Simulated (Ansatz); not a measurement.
## ZnO (P6_3mc): the host for defect calculations

Aim: the runs on the perfect crystal ZnO (P6_3mc) that a defect calculation needs first.

Program: Ansatz 0.2.0. Level of theory: plane-wave PAW DFT, r2SCAN; relaxation of the host's cell and atoms; PAW set soft_1, in the first sound run; inputs show where later runs differ. Results are calculated unless marked as measured.

Most raw output is cut from this account.

## Step 1: Starting point

It takes space group P6_3mc (No. 186, hexagonal). Conventional cell: a = 3.237 Å, b = 3.237 Å, c = 5.222 Å, α = 90.00°, β = 90.00°, γ = 120.00°. Nearest to Zn lie 4 O at 1.97 to 1.98 Å. Nearest to O lie 4 Zn at 1.97 to 1.98 Å. Farther neighbours and most contacts between anions are not listed.

## Step 2: Host cell relaxation

Lattice and positions are set free, within the symmetry that the program keeps.

Contents of cell/input.yaml:

```yaml
crystal:
  lattice:
    - [3.237351, 0.0, 0.0]
    - [-1.6186755, 2.8036282, 0.0]
    - [0.0, 0.0, 5.2220613]
  atoms:
    - { symbol: Zn, position: [0.66666667, 0.33333333, 0.5005917] }
    - { symbol: Zn, position: [0.33333333, 0.66666667, 0.0005917] }
    - { symbol: O, position: [0.66666667, 0.33333333, 0.8797183] }
    - { symbol: O, position: [0.33333333, 0.66666667, 0.3797183] }
basis:
  ecutwfc: 500
  xc_grid: 2
hamiltonian:
  xc: r2scan
  pseudopotentials: { kind: paw, azcp: { folder: soft_1 } }
kpoints:
  mp_grid: { grid: [10, 10, 6] }
scf:
  occupations: { method: fixed }
  max_iter: 100
relax:
  f_tol: 0.005
  max_steps: 60
  cell: {}
output:
  forces: true
  stress: true
checkpoint:
  write: "../cell.run"
  compress: false
  write_wavefunctions: false
  write_every: 100000
```

Command:

```sh
> ansatz run input.yaml --threads 4 --pin off --max-ram 7536MiB --backend cpu --events-out ev --progress --plain --runs-dir out
```

Run time: 7.8 s. Hardware: 4 threads of AMD EPYC 7B13 (Zen 3), shared host; peak memory 0.49 GiB.

The steps of the relaxation:

```csv
step,energy less that of the first step (eV),largest force component (eV/Å),pressure (GPa),volume (Å³)
1,0.0000,0.0061,-0.50,47.40
2,-0.0003,0.0062,-0.23,47.31
3,-0.0004,0.0040,0.01,47.24
4*,-0.0002,0.0041,0.01,47.24
```

Relaxation steps marked * repeat the geometry before them on a plane-wave basis chosen anew for their cell, so energy and pressure can jump there.

Forces are held to the 12 operations that the run works with; a distortion that breaks them can't arise in this run.

```csv
"conventional cell, symmetrised",before,after,change
a (Å),3.237,3.235,-0.1 %
b (Å),3.237,3.235,-0.1 %
c (Å),5.222,5.212,-0.2 %
volume (Å³/atom),11.85,11.81,-0.3 %
```

The relaxed structure:

```xyz
4
Lattice="3.2349 0.0000 0.0000 -1.6174 2.8015 0.0000 0.0000 0.0000 5.2122" Properties=species:S:1:pos:R:3 pbc="T T T"
Zn    1.6174    0.9338    2.6083
Zn    0.0000    1.8677    0.0022
O     1.6174    0.9338    4.5862
O     0.0000    1.8677    1.9801
```

Numbers from this step:

```yaml
pressure: 0.006294 GPa
```

## Step 3: Primitive cell on a dense mesh

A dense mesh gives the host's converged energy, against which the supercell's sampling is tested.

This step: plane-wave PAW DFT, r2SCAN; single point of the host's primitive cell on a dense mesh; PAW set soft_1 (Ansatz 0.2.0).

Contents of dense/input.yaml:

```yaml
crystal:
  lattice:
    - [3.2348954936, 0.0, 0.0]
    - [-1.6174477468, 2.8015016761, 0.0]
    - [0.0, 0.0, 5.2122085006]
  atoms:
    - { symbol: Zn, position: [0.6666666667, 0.3333333333, 0.5004175159] }
    - { symbol: Zn, position: [0.3333333333, 0.6666666667, 0.0004175159] }
    - { symbol: O, position: [0.6666666667, 0.3333333333, 0.8798924841] }
    - { symbol: O, position: [0.3333333333, 0.6666666667, 0.3798924841] }
basis:
  ecutwfc: 500
  xc_grid: 2
hamiltonian:
  xc: r2scan
  pseudopotentials: { kind: paw, azcp: { folder: soft_1 } }
kpoints:
  mp_grid: { grid: [10, 10, 6] }
scf:
  occupations: { method: fermi_dirac, width: 0.01 }
  max_iter: 80
```

The job ended after 2.5 s (4 threads; peak memory 0.46 GiB).

## Step 4: Self-consistent run

This step: plane-wave PAW DFT, r2SCAN; single point of the defect-free supercell, a test of its k-points; PAW set soft_1 (Ansatz 0.2.0).

System of this step: ZnO (P6_3mc). The structure is hexagonal, space group P6_3mc (No. 186). Conventional cell: a = 3.235 Å, b = 3.235 Å, c = 5.212 Å, α = 90.00°, β = 90.00°, γ = 120.00°. Nearest to Zn lie 4 O at 1.97 to 1.98 Å. O has 4 Zn at 1.97 to 1.98 Å nearest. Farther neighbours and most contacts between anions are not listed.

Contents of pristine.sampling/input.yaml:

```yaml
crystal:
  lattice:
    - [6.4697909873, 0.0, 0.0]
    - [-3.2348954936, 5.6030033522, 0.0]
    - [0.0, 0.0, 10.4244170012]
  atoms:
    - { symbol: Zn, position: [0.3333333334, 0.1666666666, 0.250208758] }
    - { symbol: Zn, position: [0.1666666666, 0.3333333334, 0.000208758] }
    - { symbol: O, position: [0.3333333334, 0.1666666666, 0.439946242] }
    - { symbol: O, position: [0.1666666666, 0.3333333334, 0.189946242] }
    - { symbol: Zn, position: [0.3333333334, 0.1666666666, 0.750208758] }
    - { symbol: Zn, position: [0.1666666666, 0.3333333334, 0.500208758] }
    - { symbol: O, position: [0.3333333334, 0.1666666666, 0.939946242] }
    - { symbol: O, position: [0.1666666666, 0.3333333334, 0.689946242] }
[... 20 atom lines left out ...]
    - { symbol: Zn, position: [0.8333333333, 0.6666666666, 0.750208758] }
    - { symbol: Zn, position: [0.6666666666, 0.8333333333, 0.500208758] }
    - { symbol: O, position: [0.8333333333, 0.6666666666, 0.939946242] }
    - { symbol: O, position: [0.6666666666, 0.8333333333, 0.689946242] }
basis:
  ecutwfc: 500
  xc_grid: 2
hamiltonian:
  xc: r2scan
  pseudopotentials: { kind: paw, azcp: { folder: soft_1 } }
kpoints:
  mp_grid: { grid: [1, 1, 1], shift: [0.25, 0.25, 0.25] }
scf:
  occupations: { method: fermi_dirac, width: 0.01 }
  max_iter: 80
```

The job ended after 4.1 s (4 threads; peak memory 0.92 GiB; 15 s of CPU time).

Numbers from this step:

```
energy over dense mesh : -0.05368 eV/atom
```

## Step 5: Defect free supercell relaxed from its symmetric sites

This cell, the one that will hold the defects, is built from the relaxed host. Its coarser k-points can move the atoms a little, so it is relaxed from the symmetric sites, as the reference for the test of stability.

This step: plane-wave PAW DFT, r2SCAN; relaxation of the defect-free supercell from its symmetric sites; PAW set soft_1 (Ansatz 0.2.0).

pristine.symmetric/input.yaml, as its differences from pristine.sampling/input.yaml of step 4:

```diff
@@ -49 +49,12 @@
   max_iter: 80
+output:
+  forces: true
+relax:
+  f_tol: 0.01
+  max_steps: 60
+  escape_saddle: false
+checkpoint:
+  write: "../pristine.symmetric.run"
+  compress: false
+  write_wavefunctions: false
+  write_every: 100000
```

Elapsed: 12 s, on 4 threads; peak memory 0.93 GiB; 44 s of CPU time.

The steps of the relaxation:

```csv
step,energy less that of the first step (eV),largest force component (eV/Å)
1,0.0000,0.0578
2,-0.0045,0.0461
3,-0.0108,0.0098
4,-0.0108,0.0098
```

The run keeps the 16 symmetry operations that it works with, so distortions that break them were not tested.

The atoms that moved most (Å):

```csv
atom,dx,dy,dz,length
Zn13,0.016,-0.010,-0.004,0.019
Zn6,-0.016,0.009,-0.004,0.019
Zn9,0.016,-0.010,-0.004,0.019
Zn2,-0.016,0.009,-0.004,0.019
Zn22,-0.016,0.009,-0.004,0.019
Zn5,0.016,-0.010,-0.004,0.019
Zn18,-0.016,0.009,-0.004,0.019
Zn21,0.016,-0.010,-0.004,0.019
```

Final coordinates:

```xyz
32
Lattice="6.4698 0.0000 0.0000 -3.2349 5.6030 0.0000 0.0000 0.0000 10.4244" Properties=species:S:1:pos:R:3 pbc="T T T"
Zn    1.6338    0.9243    2.6042
Zn   -0.0165    1.8770   -0.0019
O     1.6084    0.9392    4.5903
O     0.0092    1.8625    1.9842
Zn    1.6338    0.9243    7.8164
Zn   -0.0165    1.8770    5.2103
O     1.6084    0.9392    9.8025
O     0.0092    1.8625    7.1964
Zn    0.0163    3.7258    2.6042
Zn   -1.6339    4.6785   -0.0019
O    -0.0090    3.7407    4.5903
O    -1.6083    4.6640    1.9842
Zn    0.0163    3.7258    7.8164
Zn   -1.6339    4.6785    5.2103
O    -0.0090    3.7407    9.8025
O    -1.6083    4.6640    7.1964
Zn    4.8687    0.9243    2.6042
Zn    3.2184    1.8770   -0.0019
O     4.8433    0.9392    4.5903
O     3.2440    1.8625    1.9842
Zn    4.8687    0.9243    7.8164
Zn    3.2184    1.8770    5.2103
O     4.8433    0.9392    9.8025
O     3.2440    1.8625    7.1964
Zn    3.2512    3.7258    2.6042
Zn    1.6010    4.6785   -0.0019
O     3.2259    3.7407    4.5903
O     1.6266    4.6640    1.9842
Zn    3.2512    3.7258    7.8164
Zn    1.6010    4.6785    5.2103
O     3.2259    3.7407    9.8025
O     1.6266    4.6640    7.1964
```

The relaxation ends 0.3 meV an atom lower, with a largest force component of 0.0098 eV/Å.

## Step 6: Defect free supercell relaxed from displaced atoms

This step: plane-wave PAW DFT, r2SCAN; relaxation of the defect-free supercell from random displacements, a test of the host's stability; PAW set soft_1 (Ansatz 0.2.0).

pristine.rattled/input.yaml, as its differences from pristine.symmetric/input.yaml of step 5:

```diff
@@ -53,6 +53,6 @@
   f_tol: 0.01
-  max_steps: 60
-  escape_saddle: false
+  max_steps: 120
+  random_displacement: { amplitude: 0.08, seed: 9346 }
 checkpoint:
-  write: "../pristine.symmetric.run"
+  write: "../pristine.rattled.run"
   compress: false
```

Run time: 29 s. Hardware: 4 threads; peak memory 0.94 GiB.

The steps of the relaxation:

```csv
step,energy less that of the first step (eV),largest force component (eV/Å)
1,0.0000,1.7137
2,-0.5994,1.0896
3,-0.9964,0.0312
4,-0.9964,0.0312
5,-0.9972,0.0185
6,-0.9922,0.0509
7,-0.9976,0.0037
```

Relaxation step 6 was tried and not accepted.

The atoms that moved most (Å, from the sites as typed, ahead of the random displacement, the mean shift of all atoms taken out):

```csv
atom,dx,dy,dz,length
Zn14,-0.017,0.009,-0.004,0.020
Zn17,0.017,-0.010,-0.004,0.020
Zn26,-0.016,0.010,-0.004,0.020
Zn1,0.016,-0.010,-0.004,0.020
Zn30,-0.017,0.010,-0.004,0.020
Zn10,-0.016,0.010,-0.005,0.020
Zn25,0.016,-0.010,-0.004,0.019
Zn18,-0.016,0.010,-0.004,0.019
```

The relaxed structure:

```xyz
32
Lattice="6.4698 0.0000 0.0000 -3.2349 5.6030 0.0000 0.0000 0.0000 10.4244" Properties=species:S:1:pos:R:3 pbc="T T T"
Zn    1.6277    0.9310    2.6021
Zn   -0.0213    1.8856   -0.0038
O     1.6019    0.9474    4.5883
O     0.0047    1.8691    1.9820
Zn    1.6278    0.9318    7.8148
Zn   -0.0213    1.8850    5.2089
O     1.6021    0.9479    9.8005
O     0.0043    1.8695    7.1947
Zn    0.0103    3.7330    2.6027
Zn   -1.6395    4.6866   -0.0042
O    -0.0163    3.7492    4.5886
O    -1.6134    4.6702    1.9819
Zn    0.0100    3.7334    7.8143
Zn   -1.6404    4.6863    5.2090
O    -0.0156    3.7495    9.8003
O    -1.6136    4.6710    7.1948
Zn    4.8631    0.9314    2.6022
Zn    3.2131    1.8854   -0.0039
O     4.8372    0.9476    4.5884
O     3.2393    1.8689    1.9821
Zn    4.8626    0.9318    7.8149
Zn    3.2135    1.8844    5.2082
O     4.8370    0.9481    9.8006
O     3.2391    1.8694    7.1945
Zn    3.2450    3.7327    2.6023
Zn    1.5952    4.6871   -0.0037
O     3.2188    3.7490    4.5884
O     1.6216    4.6705    1.9821
Zn    3.2446    3.7332    7.8145
Zn    1.5951    4.6865    5.2084
O     3.2189    3.7494    9.8005
O     1.6214    4.6712    7.1946
```

The relaxation ends 31 meV an atom lower than the displaced start, with a largest force component of 0.0037 eV/Å.

## Step 7: Summary of results

```json
{
  "primitive cell vectors, lengths": "3.235, 3.235, 5.212 Å",
  "supercell relaxed in its symmetry less the displaced and relaxed one": "0.000 eV",
  "energy an atom at one point at (¼, ¼, ¼) less that on the dense mesh": "-0.054 eV"
}
```

In words: Step 2: The cell shrank by 0.3 % in volume. Step 5: First to last step the energy falls by 0.011 eV; the largest move, 0.019 Å, is that of Zn13 and 15 other atoms alike. Step 6: The energy fell by 0.998 eV from the randomly displaced start; against the sites as typed, Zn14 ends farthest off, by 0.02 Å, once the mean shift is taken out. The displaced cell ends within 0.01 eV of the symmetric one relaxed in its symmetry; both have left the space group of the host as typed, so the structure that they share lies below it at these k-points. All at zero temperature.

[Logs are printed without paths, hosts, clocks, repeated set-up lines and the standing remarks that a program may print on its own settings, such as how far it seeks lower states.]

[Hosts, paths, dates, database ids (printed as entryN), source tags and the programs' standing remarks are cut or masked in the printed files.]

[Runs of the host that timed out are not shown.]

[For some hosts the program warned that the k-mesh of the response run may be too coarse for force constants and the static dielectric constant; such warnings are not always shown.]

[The program warned that the k-mesh of a response run behind this text may be too coarse: force constants, and the static dielectric constant and all else formed from them, are not shown converged.]
